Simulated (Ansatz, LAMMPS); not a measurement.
## Finding the fault: glassy 69SiO2-19Al2O3-6SrO-6Li2O (mol %) (106 atoms)

Program: Ansatz 0.2.0. The cell: 22 Si, 12 Al, 2 Sr, 4 Li and 66 O.

Input file input.yaml:

```yaml
crystal:
  lattice:
    - [11.4504, 0.0, 0.0]
    - [0.0, 11.4504, 0.0]
    - [0.0, 0.0, 11.4504]
  atoms:
    - { symbol: Si, position: [0.61693, 0.62177, 0.51239] }
    - { symbol: Si, position: [0.06057, 0.02505, 0.7539] }
    - { symbol: Si, position: [0.60608, 0.85744, 0.65193] }
    - { symbol: Si, position: [0.03473, 0.28686, 0.49319] }
    - { symbol: Si, position: [0.71277, 0.96197, 0.95862] }
    - { symbol: Si, position: [0.01455, 0.50935, 0.81725] }
    - { symbol: Si, position: [0.30608, 0.34669, 0.45586] }
    - { symbol: Si, position: [0.1407, 0.26472, 0.85481] }
    - { symbol: Si, position: [0.08841, 0.65503, 0.05273] }
    - { symbol: Si, position: [0.02816, 0.68604, 0.599] }
    - { symbol: Si, position: [0.95122, 0.32843, 0.23096] }
    - { symbol: Si, position: [0.87527, 0.94466, 0.4003] }
    - { symbol: Si, position: [0.29682, 0.71882, 0.55012] }
    - { symbol: Si, position: [0.27823, 0.10889, 0.32482] }
    - { symbol: Si, position: [0.44251, 0.43191, 0.14678] }
    - { symbol: Si, position: [0.89847, 0.0569, 0.14646] }
    - { symbol: Si, position: [0.09374, 0.92338, 0.00031] }
    - { symbol: Si, position: [0.43516, 0.48941, 0.64901] }
    [... 82 atom lines left out ...]
    - { symbol: O, position: [0.00155, 0.99951, 0.06873] }
    - { symbol: O, position: [0.465, 0.45589, 0.77378] }
    - { symbol: O, position: [0.55836, 0.5232, 0.59334] }
    - { symbol: O, position: [0.81217, 0.03709, 0.50591] }
    - { symbol: O, position: [0.8176, 0.91946, 0.88721] }
    - { symbol: O, position: [0.65812, 0.3296, 0.85452] }
kpoints:
  mp_grid: { grid: [1, 1, 1] }
hamiltonian:
  xc: pbe
scf:
  occupations: { method: fixed }
  max_iter: 100
output:
  forces: true
```

Run with:

```console
> ansatz run input.yaml --threads 4 --pin off --max-ram 8192MiB --backend cpu --events-out ev --progress --plain --runs-dir out
```

The log of the run:

```text
Engine: ansatz 0.2.0, aarch64-unknown-linux-gnu
Pseudopotentials: kind: paw
Pseudopotential: Si, paw, valence charge 4, recommended cutoff 420 eV (normal), Si.paw.azcp
Pseudopotential: Al, paw, valence charge 3, recommended cutoff 420 eV (normal), Al.paw.azcp
Pseudopotential: Sr, paw, valence charge 10, recommended cutoff 420 eV (normal), Sr.paw.azcp
Pseudopotential: Li, paw, valence charge 3, recommended cutoff 420 eV (normal), Li.paw.azcp
Pseudopotential: O, paw, valence charge 6, recommended cutoff 420 eV (normal), O.paw.azcp
[... 5 lines on functional and potentials left out ...]
Crystal: 106 atoms, lattice volume = 1501.281 Å³
Basis set: ecut = 420 eV, 29423 PW (Γ), exchange–correlation on 160×160×160 points (8 copies of the dense FFT grid, shifted against one another)
Bands: 382, of which v1, the nominal top of the filled ones, is band 276 counted from 1 (275 counted from 0)
Symmetry: 1 space group operations
Space group: P1 (ITA 1), of the structure as read, at distance tolerance 1.1e-4 Å
k-points: 1
[... 11 lines on functional and potentials left out ...]
Initial density: superposition of atomic densities (neutral atoms: chi_scale 0, normalization atom), corrected by the library's trained network
Initial wavefunctions: pseudopotential atomic-orbital guess
Functional: x = pbe(κ = 0.804, μ = 0.219515), c = pbe(β = 0.066725)
SCF iter   1: F=—  HF=-88879.926709 eV  |F-HF|=—  |Δ(HF+E_count)|=         —  Δρ=1.33e0  dr2=2.00e5  ethr=1.77e-3  ⟨swp⟩=48.0  Hψ=23369  notcnv=194  defer=106
preconditioner: auto → Resta (q_TF=auto, 2.309 Å⁻¹)  ε∞=1.4  [insulator: Δε(μ)=0.120 eV  Ē_g=24.820 eV  n_scr=304 (ndim 8)  ℏωp=15.5 eV  f_vac=0.217  ε∞_Penn≈1.4  vacuum switching on, ρ_ref=4.5e-2 e/Å³]
SCF iter   2: F=—  HF=-131372.714288 eV  |F-HF|=—  |Δ(HF+E_count)|=    4.25e4  Δρ=1.22e0  dr2=2.28e5  ethr=1.77e-3  ⟨swp⟩=46.0  Hψ=18846  notcnv=88  defer=106
SCF iter   3: F=—  HF=-87333.206685 eV  |F-HF|=—  |Δ(HF+E_count)|=    4.40e4  Δρ=8.81e-1  dr2=7.66e4  ethr=1.77e-3  ⟨swp⟩=46.0  Hψ=16940  notcnv=68  defer=106
SCF iter   4: F=—  HF=-76622.971654 eV  |F-HF|=—  |Δ(HF+E_count)|=    1.07e4  Δρ=6.87e-1  dr2=4.26e4  ethr=1.77e-3  ⟨swp⟩=46.0  Hψ=14648  notcnv=39  defer=106
SCF iter   5: F=—  HF=-70927.916561 eV  |F-HF|=—  |Δ(HF+E_count)|=    5.70e3  Δρ=4.70e-1  dr2=1.66e4  ethr=1.77e-3  ⟨swp⟩=46.0  Hψ=12032  notcnv=7  defer=106
SCF iter   6: F=—  HF=-69407.876573 eV  |F-HF|=—  |Δ(HF+E_count)|=    1.52e3  Δρ=7.42e-1  dr2=3.51e4  ethr=1.77e-3  ⟨swp⟩=38.0  Hψ=9461  notcnv=0  defer=106
SCF iter   7: F=—  HF=-66453.407780 eV  |F-HF|=—  |Δ(HF+E_count)|=    2.95e3  Δρ=3.50e-1  dr2=2.27e3  ethr=1.77e-3  ⟨swp⟩=30.0  Hψ=5870  notcnv=0  defer=103
SCF iter   8: F=—  HF=-65998.555635 eV  |F-HF|=—  |Δ(HF+E_count)|=    4.55e2  Δρ=1.95e-1  dr2=1.04e3  ethr=1.77e-3  ⟨swp⟩=26.0  Hψ=4426  notcnv=0  defer=106
SCF iter   9: F=—  HF=-65897.902823 eV  |F-HF|=—  |Δ(HF+E_count)|=    1.01e2  Δρ=2.96e-1  dr2=2.73e3  ethr=1.77e-3  ⟨swp⟩=22.0  Hψ=4166  notcnv=0  defer=84  recentre
automatic band count: iteration 9 solves 360 bands in place of 382: the levels show a gap, and the empty bands left out lie too high to hold charge; the band table lists the bands solved (type scf.n_extra_bands for more)
SCF iter  10: F=—  HF=-65601.623815 eV  |F-HF|=—  |Δ(HF+E_count)|=    2.96e2  Δρ=1.82e-1  dr2=1.54e3  ethr=1.77e-3  ⟨swp⟩=12.0  Hψ=2228  notcnv=0  defer=105
automatic band count: iteration 10 solves 382 bands in place of 360: the levels no longer show a gap clear of their residuals, so the SCF keeps every band
[...]
iteration 71: the SCF's residuals had fallen too slowly under its mixing. It goes on by minimising its free energy, and can end on another state than longer mixing would; under `scf.algorithm: density_mixing` no SCF does so, but by `scf.convergence.dm_fallback`
[...]
SCF iter  91: F=—  HF=-65471.467012 eV  |F-HF|=—  |Δ(HF+E_count)|=   4.65e-3  Δρ=1.94e-2  dr2=8.69e0  ethr=1.81e-7  ⟨swp⟩=3.0  Hψ=795  notcnv=0  defer=82
SCF iter  92: F=—  HF=-65471.448328 eV  |F-HF|=—  |Δ(HF+E_count)|=   1.87e-2  Δρ=1.93e-2  dr2=8.62e0  ethr=1.81e-7  ⟨swp⟩=3.0  Hψ=688  notcnv=0  defer=82
SCF iter  93: F=—  HF=-65471.410983 eV  |F-HF|=—  |Δ(HF+E_count)|=   3.73e-2  Δρ=1.46e-2  dr2=8.85e0  ethr=1.81e-7  ⟨swp⟩=4.0  Hψ=749  notcnv=0  defer=84
SCF iter  94: F=—  HF=-65471.404833 eV  |F-HF|=—  |Δ(HF+E_count)|=   6.15e-3  Δρ=1.52e-2  dr2=5.91e0  ethr=1.81e-7  ⟨swp⟩=4.0  Hψ=733  notcnv=0  defer=84
SCF iter  95: F=—  HF=-65471.396067 eV  |F-HF|=—  |Δ(HF+E_count)|=   8.77e-3  Δρ=1.12e-2  dr2=3.22e0  ethr=1.81e-7  ⟨swp⟩=2.0  Hψ=484  notcnv=0  defer=84
SCF iter  96: F=—  HF=-65471.435451 eV  |F-HF|=—  |Δ(HF+E_count)|=   3.94e-2  Δρ=1.96e-2  dr2=9.14e0  ethr=1.81e-7  ⟨swp⟩=4.0  Hψ=794  notcnv=0  defer=84  recentre
SCF iter  97: F=—  HF=-65471.391424 eV  |F-HF|=—  |Δ(HF+E_count)|=   4.40e-2  Δρ=5.27e-3  dr2=4.30e-1  ethr=1.81e-7  ⟨swp⟩=5.0  Hψ=737  notcnv=0  defer=84
SCF iter  98: F=—  HF=-65471.392199 eV  |F-HF|=—  |Δ(HF+E_count)|=   7.75e-4  Δρ=1.17e-2  dr2=3.33e0  ethr=1.81e-7  ⟨swp⟩=45.0  Hψ=3343  notcnv=0  recentre
SCF iter  99: F=—  HF=-65471.395178 eV  |F-HF|=—  |Δ(HF+E_count)|=   2.98e-3  Δρ=1.34e-2  dr2=7.24e0  ethr=1.81e-7  ⟨swp⟩=21.0  Hψ=1686  notcnv=0
SCF iter 100: F=—  HF=-65471.391418 eV  |F-HF|=—  |Δ(HF+E_count)|=   3.76e-3  Δρ=1.54e-2  dr2=5.92e0  ethr=1.81e-7  ⟨swp⟩=24.0  Hψ=1637  notcnv=0
Error: did not converge after 100 iterations: dr2 = 5.92e0 (threshold 1.00e-6), under the density mixer `msr1`, which `scf.mixing.algorithm: auto` chose by the deck's other keys (type `scf.mixing.algorithm: msr1` to keep it); at k-index 0, counted from 0 in this SCF's own list of k-points, [...]
```

Elapsed: 7.7 min, on 4 threads of Arm Neoverse V1, shared host; peak memory 2.1 GiB.

Reading the cycles: dr2 is the Hartree energy of the density residual (eV), the measure of convergence; HF is the Harris–Foulkes estimate of the energy, which meets the free energy F at convergence.

What is at fault here, and what would mend it?

Atoms that overlap: crystal.atoms[25].position = [0.37659996, 0.95886, 0.12051].

The fix is to restore the position.

The run ended unconverged.

[Long decimals in the printed logs are rounded to 6 places.]

[Logs are printed without paths, hosts, clocks, repeated set-up lines and the standing remarks that a program may print on its own settings, such as how far it seeks lower states.]

[Hosts, paths, dates, database ids (printed as entryN), source tags and the programs' standing remarks are cut or masked in the printed files.]
